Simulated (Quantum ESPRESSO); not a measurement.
## CdF2 (Fm-3m): third-order response

Which lines does CdF2 (Fm-3m) show in Raman and infrared spectra?

Calculated with Quantum ESPRESSO 8.0 development, patched; DFT LDA, scalar-relativistic, plane waves, PseudoDojo norm-conserving pseudopotentials.

## Step 1: Set-up

It takes space group Fm-3m (No. 225, cubic). Conventional cell: a = 5.388 Å, b = 5.388 Å, c = 5.388 Å, α = 90.00°, β = 90.00°, γ = 90.00°. Nearest to Cd lie 8 F at 2.33 Å. Nearest to F lie 4 Cd at 2.33 Å. Farther neighbours and most contacts between anions are not listed.

## Step 2: A first look

Before anything dear is run, a loose run with smearing shows whether this is a metal and how far the cell is from rest.

File probe.in:

```
&control
   calculation = 'scf'
   prefix = 'x'
   outdir = './tmp'
   pseudo_dir = './pseudo'
   tprnfor = .true.
   tstress = .true.
   verbosity = 'high'
/
&system
   ibrav = 0
   nat = 3
   ntyp = 2
   ecutwfc = 102.0
   occupations = 'smearing'
   smearing = 'gaussian'
   degauss = 0.01
/
&electrons
   conv_thr = 1.0d-07
   mixing_beta = 0.7
   electron_maxstep = 100
/
ATOMIC_SPECIES
 Cd    112.4140  Cd.upf
 F      18.9984  F.upf
CELL_PARAMETERS angstrom
    -2.694000000    0.000000000    2.694000000
     0.000000000    2.694000000    2.694000000
    -2.694000000    2.694000000    0.000000000
ATOMIC_POSITIONS crystal
 Cd     0.000000000   0.000000000   0.000000000
 F      0.750000000   0.750000000   0.750000000
 F      0.250000000   0.250000000   0.250000000
K_POINTS automatic
 6 6 6 0 0 0
```

The run is started by

```bash
> OMP_NUM_THREADS=1 mpirun -n 4 pw.x -nk 4 -in probe.in > probe.out
```

The log of the run:

```text
[banners, grids, parts of the stress and lines that vanish by symmetry left out]
Program PWSCF v.8.0dev
     In Cd.upf r*V + 2Z of the local potential adds  1.5E-02 Ry bohr^3 between 6 and 10 bohr.
     Times the mean valence density, that enters the energy per atom
[...]
kinetic-energy cutoff     =     102.0000  Ry
     charge density cutoff     =     408.0000  Ry
     scf convergence threshold =      1.0E-07
[...]
Exchange-correlation= SLA-PW-NOGX-NOGC
                           (   1   4   0   0   0   0   0)
[...]
48 Sym. Ops., with inversion, found
[...]
(     0          1          0      )
                  (     0          0          1      )
[...]
(  0.0000000  1.0000000  0.0000000 )
                  (  0.0000000  0.0000000  1.0000000 )
[...]
(     1          0         -1      )
[...]
(     0          1         -1      )
                  (     0          1          0      )
[...]
( -1.0000000  0.0000000  0.0000000 )
                  (  0.0000000  1.0000000  0.0000000 )
[...]
number of k points=    16  Gaussian smearing, width (Ry)=  0.0100
[...]
End of self-consistent calculation
[...]
the Fermi energy is     7.3022 ev
!    total energy              =    -449.01339076 Ry
[...]
convergence has been achieved in   7 iterations
[...]
atom    1 type  1   force =    -0.00000000   -0.00000000   -0.00000000
     atom    2 type  2   force =     0.00000000   -0.00000000   -0.00000000
     atom    3 type  2   force =    -0.00000000    0.00000000    0.00000000
[...]
Total force =     0.000000     Total SCF correction =     0.000000
[...]
total   stress  (Ry/bohr**3)                   (kbar)     P=      -57.45
[...]
XML data file, charge density, pseudopotentials, collected wavefunctions

   JOB DONE.
```

Elapsed: 7.3 s, on 4 MPI ranks of Intel Xeon at 2.70GHz, shared host.

This step gave:

```yaml
volume_per_atom: 13.03 Å³
pressure: -5.745 GPa
gap_on_the_k_mesh: 2.840 eV
```

A gap of 2.8 eV opens on this mesh, so the crystal is taken as an insulator; the start stands at -5.7 GPa.

## Step 3: Relaxation

The relaxation runs at a cutoff a fifth above that of the response, since stress converges more slowly with the basis than frequencies do. Forces and stress are brought to rest with tight thresholds.

File relax.in:

```
&control
   calculation = 'vc-relax'
   prefix = 'x'
   outdir = './tmp'
   pseudo_dir = './pseudo'
   tprnfor = .true.
   tstress = .true.
   forc_conv_thr = 2.0d-05
   etot_conv_thr = 1.0d-07
   nstep = 40
/
&system
   ibrav = 0
   nat = 3
   ntyp = 2
   ecutwfc = 122
   occupations = 'fixed'
   nbnd = 19
/
&electrons
   conv_thr = 1.0d-11
   mixing_beta = 0.7
   electron_maxstep = 100
/
&ions
/
&cell
   press_conv_thr = 0.2
/
ATOMIC_SPECIES
 Cd    112.4140  Cd.upf
 F      18.9984  F.upf
CELL_PARAMETERS angstrom
    -2.694000000    0.000000000    2.694000000
     0.000000000    2.694000000    2.694000000
    -2.694000000    2.694000000    0.000000000
ATOMIC_POSITIONS crystal
 Cd     0.000000000   0.000000000   0.000000000
 F      0.750000000   0.750000000   0.750000000
 F      0.250000000   0.250000000   0.250000000
K_POINTS automatic
 8 8 8 0 0 0
```

The run is started by

```bash
> OMP_NUM_THREADS=1 mpirun -n 4 pw.x -nk 4 -in relax.in > relax.out
```

The log of the run:

```text
[banners, grids, parts of the stress and lines that vanish by symmetry left out]
[banner, memory and clock lines left out]
Program PWSCF v.8.0dev

[...]
kinetic-energy cutoff     =     122.0000  Ry
     charge density cutoff     =     488.0000  Ry
     scf convergence threshold =      1.0E-11
[...]
energy convergence thresh.=      1.0E-07
     force convergence thresh. =      2.0E-05
     press convergence thresh. =      2.0E-01
     Exchange-correlation= SLA-PW-NOGX-NOGC
                           (   1   4   0   0   0   0   0)
[...]
48 Sym. Ops., with inversion, found
[...]
number of k points=    29
[...]
End of self-consistent calculation
[...]
highest occupied, lowest unoccupied level (ev):     6.0983    8.9193
!    total energy              =    -449.01346907 Ry
[...]
convergence has been achieved in  12 iterations
[...]
atom    1 type  1   force =     0.00000000    0.00000000    0.00000000
     atom    2 type  2   force =     0.00000000   -0.00000000    0.00000000
     atom    3 type  2   force =    -0.00000000    0.00000000   -0.00000000
     Total force =     0.000000     Total SCF correction =     0.000000
[...]
total   stress  (Ry/bohr**3)                   (kbar)     P=      -56.72
[...]
number of bfgs steps    =   0
[...]
CELL_PARAMETERS (angstrom)
[...]
ATOMIC_POSITIONS (crystal)
Cd               0.0000000000        0.0000000000        0.0000000000
F                0.7500000000        0.7500000000        0.7500000000
F                0.2500000000        0.2500000000        0.2500000000
[...]
New effective cutoffs (rho, wfc):  496.97  124.36
[...]
End of self-consistent calculation
[...]
highest occupied, lowest unoccupied level (ev):     6.5563    9.4817
!    total energy              =    -449.01561498 Ry
[...]
convergence has been achieved in   9 iterations
[...]
atom    1 type  1   force =     0.00000000    0.00000000   -0.00000000
     atom    2 type  2   force =     0.00000000    0.00000000   -0.00000000
     atom    3 type  2   force =     0.00000000    0.00000000    0.00000000
     Total force =     0.000000     Total SCF correction =     0.000000
[...]
total   stress  (Ry/bohr**3)                   (kbar)     P=      -25.89
[...]
number of bfgs steps    =   1
[...]
CELL_PARAMETERS (angstrom)
[...]
ATOMIC_POSITIONS (crystal)
Cd              -0.0000000000       -0.0000000000        0.0000000000
[...]
New effective cutoffs (rho, wfc):  504.91  126.35
[...]
End of self-consistent calculation
[...]
highest occupied, lowest unoccupied level (ev):     6.9442    9.9559
!    total energy              =    -449.01609999 Ry
[...]
convergence has been achieved in  10 iterations
[...]
atom    1 type  1   force =    -0.00000000   -0.00000000    0.00000000
     atom    2 type  2   force =     0.00000000   -0.00000000    0.00000000
     atom    3 type  2   force =     0.00000000    0.00000000   -0.00000000
     Total force =     0.000000     Total SCF correction =     0.000000
[...]
total   stress  (Ry/bohr**3)                   (kbar)     P=        2.86
[...]
number of bfgs steps    =   2
[...]
CELL_PARAMETERS (angstrom)
[...]
ATOMIC_POSITIONS (crystal)
[...]
New effective cutoffs (rho, wfc):  504.12  126.15
[...]
End of self-consistent calculation
[...]
highest occupied, lowest unoccupied level (ev):     6.9054    9.9086
!    total energy              =    -449.01610545 Ry
[...]
convergence has been achieved in   8 iterations
[...]
atom    1 type  1   force =     0.00000000    0.00000000   -0.00000000
     atom    2 type  2   force =    -0.00000000    0.00000000    0.00000000
     atom    3 type  2   force =    -0.00000000   -0.00000000    0.00000000
     Total force =     0.000000     Total SCF correction =     0.000000
[...]
total   stress  (Ry/bohr**3)                   (kbar)     P=       -0.12
[...]
number of bfgs steps    =   3
[...]
small trust_radius: resetting bfgs history
[...]
CELL_PARAMETERS (angstrom)
[...]
ATOMIC_POSITIONS (crystal)
[...]
New effective cutoffs (rho, wfc):  504.14  126.16
[...]
End of self-consistent calculation
[...]
highest occupied, lowest unoccupied level (ev):     6.9064    9.9098
!    total energy              =    -449.01610546 Ry
[...]
convergence has been achieved in   5 iterations
[...]
atom    1 type  1   force =     0.00000000    0.00000000    0.00000000
     atom    2 type  2   force =     0.00000000    0.00000000    0.00000000
     atom    3 type  2   force =     0.00000000    0.00000000    0.00000000
     Total force =     0.000000     Total SCF correction =     0.000000
[...]
total   stress  (Ry/bohr**3)                   (kbar)     P=       -0.04
[...]
bfgs converged in   5 scf cycles and   4 bfgs steps
[...]
End of BFGS Geometry Optimization
     Final enthalpy           =    -449.0161054575 Ry
     File ./tmp/x.bfgs deleted, as requested
[...]
CELL_PARAMETERS (angstrom)
[...]
ATOMIC_POSITIONS (crystal)
[...]
F                0.7500000000        0.7500000000        0.7500000000
F                0.2500000000        0.2500000000        0.2500000000
[...]
Final scf calculation at the relaxed structure.
[...]
kinetic-energy cutoff     =     122.0000  Ry
     charge density cutoff     =     488.0000  Ry
     scf convergence threshold =      1.0E-13
[...]
press convergence thresh. =      2.0E-01
     Exchange-correlation= SLA-PW-NOGX-NOGC
                           (   1   4   0   0   0   0   0)
[...]
48 Sym. Ops., with inversion, found
[...]
number of k points=    29
[...]
End of self-consistent calculation
[...]
highest occupied, lowest unoccupied level (ev):     6.9065    9.9098
!    total energy              =    -449.01609309 Ry
[...]
convergence has been achieved in  14 iterations
[...]
atom    1 type  1   force =     0.00000000    0.00000000    0.00000000
     atom    2 type  2   force =     0.00000000    0.00000000    0.00000000
     atom    3 type  2   force =    -0.00000000   -0.00000000   -0.00000000
     Total force =     0.000000     Total SCF correction =     0.000000
[...]
total   stress  (Ry/bohr**3)                   (kbar)     P=       -0.02
[...]
XML data file, charge density, pseudopotentials, collected wavefunctions
```

The job ended after 1.8 min (4 MPI ranks).

The steps of the relaxation:

```
step  energy less that of the first step (eV)  largest force (eV/Å)  pressure (GPa)  volume (Å³)
   1                                   0.0000                0.0000           -5.67        39.10
   2                                  -0.0292                0.0000           -2.59        37.98
   3                                  -0.0358                0.0000            0.29        37.09
   4                                  -0.0359                0.0000           -0.01        37.18
   5                                  -0.0359                0.0000            0.00        37.18
   6                                  -0.0357                0.0000            0.00        37.18
```

```
conventional cell, symmetrised  before  after  change
                         a (Å)   5.388  5.298  -1.7 %
                         b (Å)   5.388  5.298  -1.7 %
                         c (Å)   5.388  5.298  -1.7 %
              volume (Å³/atom)   13.03  12.39  -4.9 %
```

Final coordinates:

```
Cd F
1.0
    -2.64899    0.00000    2.64899
     0.00000    2.64899    2.64899
    -2.64899    2.64899    0.00000
Cd F
1 2
Direct
  0.00000 0.00000 0.00000
  0.75000 0.75000 0.75000
  0.25000 0.25000 0.25000
```

The last row of the table of steps is pw.x's closing run on a basis chosen anew for the final cell, so its energy can jump.

Read from the output:

| Item | Value |
| --- | --- |
| volume per atom | 12.39 Å³ |
| pressure | -0.002 GPa |
| gap on the k-mesh | 3.003 eV |

The volume changes by -4.9 % from the cell with which this run began.

## Step 4: Ground state

The response is built on this ground state, so it is converged far tighter than an energy would need. With a gap, occupations are fixed, which also allows the response to an electric field.

File scf.in:

```
&control
   calculation = 'scf'
   prefix = 'x'
   outdir = './tmp'
   pseudo_dir = './pseudo'
   tprnfor = .true.
   tstress = .true.
/
&system
   ibrav = 0
   nat = 3
   ntyp = 2
   ecutwfc = 102.0
   occupations = 'fixed'
   nbnd = 19
/
&electrons
   conv_thr = 1.0d-12
   mixing_beta = 0.7
   electron_maxstep = 100
/
ATOMIC_SPECIES
 Cd    112.4140  Cd.upf
 F      18.9984  F.upf
CELL_PARAMETERS angstrom
    -2.648992487    0.000000000    2.648992487
     0.000000000    2.648992487    2.648992487
    -2.648992487    2.648992487    0.000000000
ATOMIC_POSITIONS crystal
 Cd     0.000000000   0.000000000   0.000000000
 F      0.750000000   0.750000000   0.750000000
 F      0.250000000   0.250000000   0.250000000
K_POINTS automatic
 8 8 8 0 0 0
```

The run is started by

```bash
> OMP_NUM_THREADS=1 mpirun -n 4 pw.x -nk 4 -in scf.in > scf.out
```

The log of the run:

```text
[banners, grids, parts of the stress and lines that vanish by symmetry left out]
[banner, memory and clock lines left out]
Program PWSCF v.8.0dev

[...]
kinetic-energy cutoff     =     102.0000  Ry
     charge density cutoff     =     408.0000  Ry
     scf convergence threshold =      1.0E-12
[...]
Exchange-correlation= SLA-PW-NOGX-NOGC
                           (   1   4   0   0   0   0   0)
[...]
48 Sym. Ops., with inversion, found
[...]
number of k points=    29
[...]
End of self-consistent calculation
[...]
highest occupied, lowest unoccupied level (ev):     6.9065    9.9099
!    total energy              =    -449.01601556 Ry
[...]
convergence has been achieved in  12 iterations
[...]
atom    1 type  1   force =     0.00000000    0.00000000    0.00000000
     atom    2 type  2   force =     0.00000000    0.00000000   -0.00000000
     atom    3 type  2   force =     0.00000000    0.00000000   -0.00000000
     Total force =     0.000000     Total SCF correction =     0.000000
[...]
total   stress  (Ry/bohr**3)                   (kbar)     P=       -0.63
[...]
XML data file, charge density, pseudopotentials, collected wavefunctions
```

Run time: 16 s. Hardware: 4 MPI ranks.

Numbers from this step:

```
pressure : -0.063 GPa
```

The cell stands at -0.063 GPa, close enough for phonons.

(Continued in part 2 of 2.)

[Host names and launcher messages were left out of these logs when they were recorded.]

[Logs are printed without paths, hosts, clocks, repeated set-up lines and the standing remarks that a program may print on its own settings, such as how far it seeks lower states.]

[Hosts, paths, dates, database ids (printed as entryN), source tags and the programs' standing remarks are cut or masked in the printed files.]
